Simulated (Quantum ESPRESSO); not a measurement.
# K (Im-3m): a volume series of phonon spectra, part 2 of 6

Aim: how the vibrations of K shift with volume, and the expansion that follows.

Experimental results on record:
- heat capacity C_P per formula unit 29.4 J/mol/K near room temperature (given in “High-Throughput Prediction of Finite-Temperature Properties using the Quasi-Harmonic Approximation”, 2016, arXiv:1603.06924)

Quantum ESPRESSO 7.5; DFT PBEsol, scalar-relativistic, plane waves, PseudoDojo norm-conserving pseudopotentials.

So far. Step 2 (A first coarse run): The start is under -0.004 GPa at this level and looks like a metal on this mesh.

The database entry behind the starting cell lists a temperature near 5 K, so it need not match the best structure at ambient conditions.

## (3) Finding the static equilibrium

Phonons are second derivatives about a minimum, so cell and atoms are relaxed first, inside the symmetry of the start.

relax.in

```
&CONTROL
  calculation   = 'vc-relax'
  prefix        = 'x'
  outdir        = './tmp'
  pseudo_dir    = './pseudo'
  tprnfor       = .true.
  tstress       = .true.
  forc_conv_thr = 2.0d-05
  etot_conv_thr = 1.0d-07
  nstep         = 40
/
&SYSTEM
  ibrav       = 0
  nat         = 1
  ntyp        = 1
  ecutwfc     = 74.0
  occupations = 'smearing'
  smearing    = 'mv'
  degauss     = 0.02
/
&ELECTRONS
  conv_thr         = 1.0d-11
  mixing_beta      = 0.7
  electron_maxstep = 100
/
&IONS
/
&CELL
  press_conv_thr = 0.1
/
ATOMIC_SPECIES
 K      39.0983  K.upf
CELL_PARAMETERS angstrom
    -2.612500000    2.612500000    2.612500000
     2.612500000   -2.612500000    2.612500000
     2.612500000    2.612500000   -2.612500000
ATOMIC_POSITIONS crystal
 K      0.000000000   0.000000000   0.000000000
K_POINTS automatic
 10 10 10 0 0 0
```

Run with:

```console
$ OMP_NUM_THREADS=1 mpirun -n 8 pw.x -nk 8 -in relax.in > relax.out
```

What it wrote:

```text
[banner, memory and clock lines left out]
Program PWSCF v.7.5

     Message from routine setup:
     using ibrav=0 with symmetry is DISCOURAGED, use correct ibrav instead

     G-vector sticks info

     bravais-lattice index     =            0
     lattice parameter (alat)  =       8.5510  a.u.
     unit-cell volume          =     481.3107 (a.u.)^3
     number of atoms/cell      =            1
     number of atomic types    =            1
     number of electrons       =         9.00
     number of Kohn-Sham states=            9
     kinetic-energy cutoff     =      74.0000  Ry
     charge density cutoff     =     296.0000  Ry
     scf convergence threshold =      1.0E-11
     mixing beta               =       0.7000
     number of iterations used =            8  plain     mixing
     energy convergence thresh.=      1.0E-07
     force convergence thresh. =      2.0E-05
     press convergence thresh. =      1.0E-01
     Exchange-correlation= PBESOL
                           (   1   4  10   8   0   0   0)
     nstep                     =           40

     celldm(1)=   8.550978  celldm(2)=   0.000000  celldm(3)=   0.000000
     celldm(4)=   0.000000  celldm(5)=   0.000000  celldm(6)=   0.000000

     crystal axes: (cart. coord. in units of alat)
               a(1) = (  -0.577350   0.577350   0.577350 )
               a(2) = (   0.577350  -0.577350   0.577350 )
               a(3) = (   0.577350   0.577350  -0.577350 )

     reciprocal axes: (cart. coord. in units 2 pi/alat)
               b(1) = ( -0.000000  0.866025  0.866025 )
               b(2) = (  0.866025 -0.000000  0.866025 )
               b(3) = (  0.866025  0.866025  0.000000 )

     PseudoPot. # 1 for K  read from file:
     ./pseudo/K.upf
     Pseudo is Norm-conserving + core correction, Zval =  9.0
     Using radial grid of 2250 points,  6 beta functions with:
                l(1) =   0
                l(2) =   0
                l(3) =   1
                l(4) =   1
                l(5) =   2
                l(6) =   2

     atomic species   valence    mass     pseudopotential
     K                 9.00    39.09830     K ( 1.00)

     48 Sym. Ops., with inversion, found

   Cartesian axes

     site n.     atom                  positions (alat units)
         1        K      tau(   1) = (   0.0000000   0.0000000   0.0000000  )

     number of k points=    47  Marzari-Vanderbilt smearing, width (Ry)=  0.0200
                       cart. coord. in units 2pi/alat
        k(    1) = (   0.0000000   0.0000000   0.0000000), wk =   0.0020000
        k(    2) = (   0.0866025   0.0866025   0.0000000), wk =   0.0240000
        k(    3) = (   0.1732051   0.1732051   0.0000000), wk =   0.0240000
        k(    4) = (   0.2598076   0.2598076   0.0000000), wk =   0.0240000
        k(    5) = (   0.3464102   0.3464102   0.0000000), wk =   0.0240000
        k(    6) = (  -0.4330127  -0.4330127   0.0000000), wk =   0.0120000
        k(    7) = (   0.1732051   0.0866025   0.0866025), wk =   0.0480000
        k(    8) = (   0.2598076   0.1732051   0.0866025), wk =   0.0960000
        k(    9) = (   0.3464102   0.2598076   0.0866025), wk =   0.0960000
        k(   10) = (   0.4330127   0.3464102   0.0866025), wk =   0.0960000
        k(   11) = (   0.3464102   0.1732051   0.1732051), wk =   0.0480000
        k(   12) = (   0.4330127   0.2598076   0.1732051), wk =   0.0960000
        k(   13) = (   0.5196152   0.3464102   0.1732051), wk =   0.0480000
        k(   14) = (   0.5196152   0.2598076   0.2598076), wk =   0.0480000
        k(   15) = (   0.1732051   0.1732051   0.1732051), wk =   0.0160000
        k(   16) = (   0.2598076   0.2598076   0.1732051), wk =   0.0480000
[...]
Dense  grid:    41379 G-vectors     FFT dimensions: (  48,  48,  48)

     Initial potential from superposition of free atoms

     starting charge       8.9810, renormalised to       9.0000
     Starting wfcs are    5 randomized atomic wfcs +    4 random wfcs

     per-process dynamical memory:    30.9 Mb

     Self-consistent Calculation

     iteration #  1     ecut=    74.00 Ry     beta= 0.70
     Davidson diagonalization with overlap
     ethr =  1.00E-02,  avg # of iterations =  8.4

     Threshold (ethr) on eigenvalues was too large:
     Diagonalizing with lowered threshold

     Davidson diagonalization with overlap
     c_bands:  1 eigenvalues not converged
     ethr =  1.52E-05,  avg # of iterations = 12.4

     total energy              =     -59.99330114 Ry
     estimated scf accuracy    <       0.00135808 Ry

     iteration #  2     ecut=    74.00 Ry     beta= 0.70
     Davidson diagonalization with overlap
     ethr =  1.51E-05,  avg # of iterations =  2.5

     total energy              =     -59.99356091 Ry
     estimated scf accuracy    <       0.00010437 Ry

     iteration #  3     ecut=    74.00 Ry     beta= 0.70
     Davidson diagonalization with overlap
     c_bands:  1 eigenvalues not converged
     ethr =  1.16E-06,  avg # of iterations =  5.8

     total energy              =     -59.99357141 Ry
     estimated scf accuracy    <       0.00000626 Ry

     iteration #  4     ecut=    74.00 Ry     beta= 0.70
     Davidson diagonalization with overlap
     ethr =  6.96E-08,  avg # of iterations =  2.0

     total energy              =     -59.99357202 Ry
     estimated scf accuracy    <       0.00000005 Ry

     iteration #  5     ecut=    74.00 Ry     beta= 0.70
     Davidson diagonalization with overlap
     ethr =  5.35E-10,  avg # of iterations =  3.9

     total energy              =     -59.99357207 Ry
     estimated scf accuracy    <          3.4E-09 Ry

     iteration #  6     ecut=    74.00 Ry     beta= 0.70
     Davidson diagonalization with overlap
     ethr =  3.73E-11,  avg # of iterations =  2.3

     total energy              =     -59.99357207 Ry
     estimated scf accuracy    <          2.0E-11 Ry

     iteration #  7     ecut=    74.00 Ry     beta= 0.70
     Davidson diagonalization with overlap
     ethr =  2.20E-13,  avg # of iterations =  4.4

     End of self-consistent calculation

          k = 0.0000 0.0000 0.0000 (  5233 PWs)   bands (ev):

   -30.0982 -13.6068 -13.6068 -13.6068  -0.3232   6.1959   6.1959   6.1959
     7.1228

          k = 0.0866 0.0866 0.0000 (  5191 PWs)   bands (ev):

   -30.0977 -13.6142 -13.6092 -13.6067  -0.1958   5.9977   6.0358   6.2976
     6.9274

          k = 0.1732 0.1732 0.0000 (  5207 PWs)   bands (ev):

   -30.0965 -13.6335 -13.6156 -13.6067   0.1776   5.2852   5.6922   6.5983
     6.8941

          k = 0.2598 0.2598 0.0000 (  5169 PWs)   bands (ev):

[...]
atomic species   valence    mass     pseudopotential
     K                 9.00    39.09830     K ( 1.00)

     48 Sym. Ops., with inversion, found

   Cartesian axes

     site n.     atom                  positions (alat units)
         1        K      tau(   1) = (   0.0000000   0.0000000   0.0000000  )

     number of k points=    47  Marzari-Vanderbilt smearing, width (Ry)=  0.0200
                       cart. coord. in units 2pi/alat
[...]
k(   40) = (  -0.6940462  -0.1735115  -0.1735115), wk =   0.0160000
        k(   41) = (   0.0000000   0.0000000   0.5205346), wk =   0.0120000
        k(   42) = (   0.0000000  -0.0867558   0.6072904), wk =   0.0480000
        k(   43) = (  -0.8675577  -0.1735115  -0.1735115), wk =   0.0240000
        k(   44) = (  -0.7808019  -0.0867558  -0.1735115), wk =   0.0480000
        k(   45) = (   0.0000000   0.0000000   0.6940462), wk =   0.0120000
        k(   46) = (  -0.8675577  -0.0867558  -0.0867558), wk =   0.0240000
        k(   47) = (  -0.8675577  -0.8675577  -0.8675577), wk =   0.0020000

     Dense  grid:    41235 G-vectors     FFT dimensions: (  48,  48,  48)

     Initial potential from superposition of free atoms

     starting charge       8.9810, renormalised to       9.0000
     Starting wfcs are    5 randomized atomic wfcs +    4 random wfcs

     per-process dynamical memory:    30.8 Mb

     Self-consistent Calculation

     iteration #  1     ecut=    74.00 Ry     beta= 0.70
     Davidson diagonalization with overlap
     c_bands:  1 eigenvalues not converged
     c_bands:  2 eigenvalues not converged
     c_bands:  3 eigenvalues not converged
     c_bands:  2 eigenvalues not converged
     c_bands:  3 eigenvalues not converged
     c_bands:  3 eigenvalues not converged
     ethr =  1.00E-06,  avg # of iterations = 20.0

     total energy              =     -59.99329809 Ry
     estimated scf accuracy    <       0.00136741 Ry

     iteration #  2     ecut=    74.00 Ry     beta= 0.70
     Davidson diagonalization with overlap
     ethr =  1.52E-05,  avg # of iterations =  7.8

     total energy              =     -59.99356252 Ry
     estimated scf accuracy    <       0.00010721 Ry

     iteration #  3     ecut=    74.00 Ry     beta= 0.70
     Davidson diagonalization with overlap
     ethr =  1.19E-06,  avg # of iterations =  6.3

     total energy              =     -59.99357288 Ry
     estimated scf accuracy    <       0.00000644 Ry

     iteration #  4     ecut=    74.00 Ry     beta= 0.70
     Davidson diagonalization with overlap
     ethr =  7.15E-08,  avg # of iterations =  1.6

     total energy              =     -59.99357334 Ry
     estimated scf accuracy    <       0.00000005 Ry

     iteration #  5     ecut=    74.00 Ry     beta= 0.70
     Davidson diagonalization with overlap
     ethr =  5.31E-10,  avg # of iterations =  3.6

     total energy              =     -59.99357339 Ry
     estimated scf accuracy    <          4.5E-09 Ry

     iteration #  6     ecut=    74.00 Ry     beta= 0.70
     Davidson diagonalization with overlap
     ethr =  4.95E-11,  avg # of iterations =  2.1

     total energy              =     -59.99357339 Ry
     estimated scf accuracy    <          1.0E-11 Ry

     iteration #  7     ecut=    74.00 Ry     beta= 0.70
     Davidson diagonalization with overlap
     ethr =  1.15E-13,  avg # of iterations =  4.9

     total energy              =     -59.99357339 Ry
     estimated scf accuracy    <          9.4E-13 Ry

     iteration #  8     ecut=    74.00 Ry     beta= 0.70
     Davidson diagonalization with overlap
     ethr =  1.00E-13,  avg # of iterations =  1.3

     End of self-consistent calculation

[...]
k = 0.0868 0.0868-0.0000 (  5155 PWs)   bands (ev):

[...]
k = 0.1735 0.1735-0.0000 (  5165 PWs)   bands (ev):

[...]
k = 0.2603 0.2603-0.0000 (  5151 PWs)   bands (ev):

[...]
k = 0.3470 0.3470-0.0000 (  5151 PWs)   bands (ev):

[...]
k =-0.4338-0.4338 0.0000 (  5140 PWs)   bands (ev):

[...]
k = 0.3470 0.2603 0.2603 (  5136 PWs)   bands (ev):

[...]
k = 0.4338 0.3470 0.2603 (  5127 PWs)   bands (ev):

[...]
k = 0.5205 0.3470 0.3470 (  5111 PWs)   bands (ev):

[...]
k = 0.0000-0.1735 0.3470 (  5144 PWs)   bands (ev):

[...]
k = 0.0868-0.0868 0.3470 (  5145 PWs)   bands (ev):

[...]
k = 0.0000-0.2603 0.4338 (  5144 PWs)   bands (ev):

[...]
k = 0.0868-0.1735 0.4338 (  5143 PWs)   bands (ev):

[...]
k =-0.6940-0.2603-0.2603 (  5144 PWs)   bands (ev):

[...]
k = 0.3470 0.3470 0.3470 (  5132 PWs)   bands (ev):

[...]
k = 0.4338 0.4338 0.3470 (  5124 PWs)   bands (ev):

[...]
k = 0.0000 0.0000 0.3470 (  5129 PWs)   bands (ev):

[...]
k = 0.0000-0.0868 0.4338 (  5148 PWs)   bands (ev):

[...]
k = 0.0000-0.1735 0.5205 (  5165 PWs)   bands (ev):

[...]
k = 0.0868-0.0868 0.5205 (  5157 PWs)   bands (ev):

[...]
k =-0.8676-0.2603-0.2603 (  5160 PWs)   bands (ev):

[...]
k =-0.7808-0.1735-0.2603 (  5153 PWs)   bands (ev):

[...]
k =-0.6940-0.1735-0.1735 (  5156 PWs)   bands (ev):

   -30.0656 -13.6381 -13.6381 -13.6056   3.2323   3.2323   4.0406   6.3820
     6.3820

          k = 0.0000 0.0000 0.5205 (  5174 PWs)   bands (ev):

   -30.0666 -13.6287 -13.6168 -13.6168   1.7791   4.3487   5.3925   5.3925
     6.3973

          k = 0.0000-0.0868 0.6073 (  5140 PWs)   bands (ev):

   -30.0656 -13.6392 -13.6239 -13.6184   2.4511   3.8547   5.2044   5.3504
     6.2050

          k =-0.8676-0.1735-0.1735 (  5148 PWs)   bands (ev):

   -30.0652 -13.6445 -13.6266 -13.6177   3.0874   3.2936   4.9995   5.3298
     6.3843

          k =-0.7808-0.0868-0.1735 (  5139 PWs)   bands (ev):

   -30.0649 -13.6403 -13.6331 -13.6203   3.0696   3.5676   4.6985   5.7199
     6.0460

          k = 0.0000 0.0000 0.6940 (  5138 PWs)   bands (ev):

   -30.0646 -13.6358 -13.6313 -13.6313   2.9878   3.7589   5.4062   5.4062
     5.5285

          k =-0.8676-0.0868-0.0868 (  5132 PWs)   bands (ev):

   -30.0642 -13.6390 -13.6341 -13.6316   3.3940   3.5398   5.1435   5.4242
     5.7482

          k =-0.8676-0.8676-0.8676 (  5162 PWs)   bands (ev):

   -30.0638 -13.6369 -13.6369 -13.6369   3.5593   3.5593   5.4595   5.4595
     5.4595

     the Fermi energy is     1.9105 ev

!    total energy              =     -59.99357339 Ry
     estimated scf accuracy    <          1.7E-14 Ry
     smearing contrib. (-TS)   =      -0.00038013 Ry
     internal energy E=F+TS    =     -59.99319326 Ry

     The total energy is F=E-TS. E is the sum of the following terms:
     one-electron contribution =     -36.31925849 Ry
     hartree contribution      =      18.80739611 Ry
     xc contribution           =     -12.57401025 Ry
     ewald contribution        =     -29.90732063 Ry

     convergence has been achieved in   8 iterations

     Forces acting on atoms (cartesian axes, Ry/au):

     atom    1 type  1   force =     0.00000000    0.00000000    0.00000000

     Total force =     0.000000     Total SCF correction =     0.000000

     Computing stress (Cartesian axis) and pressure

          total   stress  (Ry/bohr**3)                   (kbar)     P=       -0.00
  -0.00000002  -0.00000000  -0.00000000           -0.00       -0.00       -0.00
  -0.00000000  -0.00000002   0.00000000           -0.00       -0.00        0.00
  -0.00000000   0.00000000  -0.00000002           -0.00        0.00       -0.00

     XML data file, charge density, pseudopotentials, collected wavefunctions
```

It took 32 s on 8 MPI ranks of Arm Neoverse V1, shared host; 4.3 min of CPU time.

Step by step:

```
step  energy less that of the first step (eV)  largest force (eV/Å)  volume (Å³)
   1                                   0.0000                0.0000        71.32
   2                                   0.0000                0.0000        71.32
   3                                   0.0000                0.0000        71.31
   4                                   0.0000                0.0000        71.30
   5                                   0.0000                0.0000        71.28
   6                                   0.0000                0.0000        71.25
   7                                   0.0000                0.0000        71.21
   8                                   0.0000                0.0000        71.15
   9                                   0.0000                0.0000        71.06
  10                                   0.0000                0.0000        70.95
  11                                   0.0000                0.0000        70.95
  12                                   0.0000                0.0000        70.95
```

```
conventional cell, symmetrised  before  after  change
                         a (Å)   5.225  5.216  -0.2 %
                         b (Å)   5.225  5.216  -0.2 %
                         c (Å)   5.225  5.216  -0.2 %
              volume (Å³/atom)   71.32  70.95  -0.5 %
```

The relaxed structure:

```xyz
1
Lattice="-2.6079 2.6079 2.6079 2.6079 -2.6079 2.6079 2.6079 2.6079 -2.6079" Properties=species:S:1:pos:R:3 pbc="T T T"
K     0.0000    0.0000    0.0000
```

This step gave:

```
volume per atom : 70.95 Å³
pressure        : 0 GPa
```

After the last step pw.x solved the final cell once more on a basis chosen for it, which moves the energy without moving the atoms.

[end of part 2 of 6]

[Logs are printed without paths, hosts, clocks, repeated set-up lines and the standing remarks that a program may print on its own settings, such as how far it seeks lower states.]

[Hosts, paths, dates, database ids (printed as entryN), source tags and the programs' standing remarks are cut or masked in the printed files.]

[A step with changed settings may run another functional than the one named; its input shows which.]

[Of the runs on displaced cells, only some may be shown.]
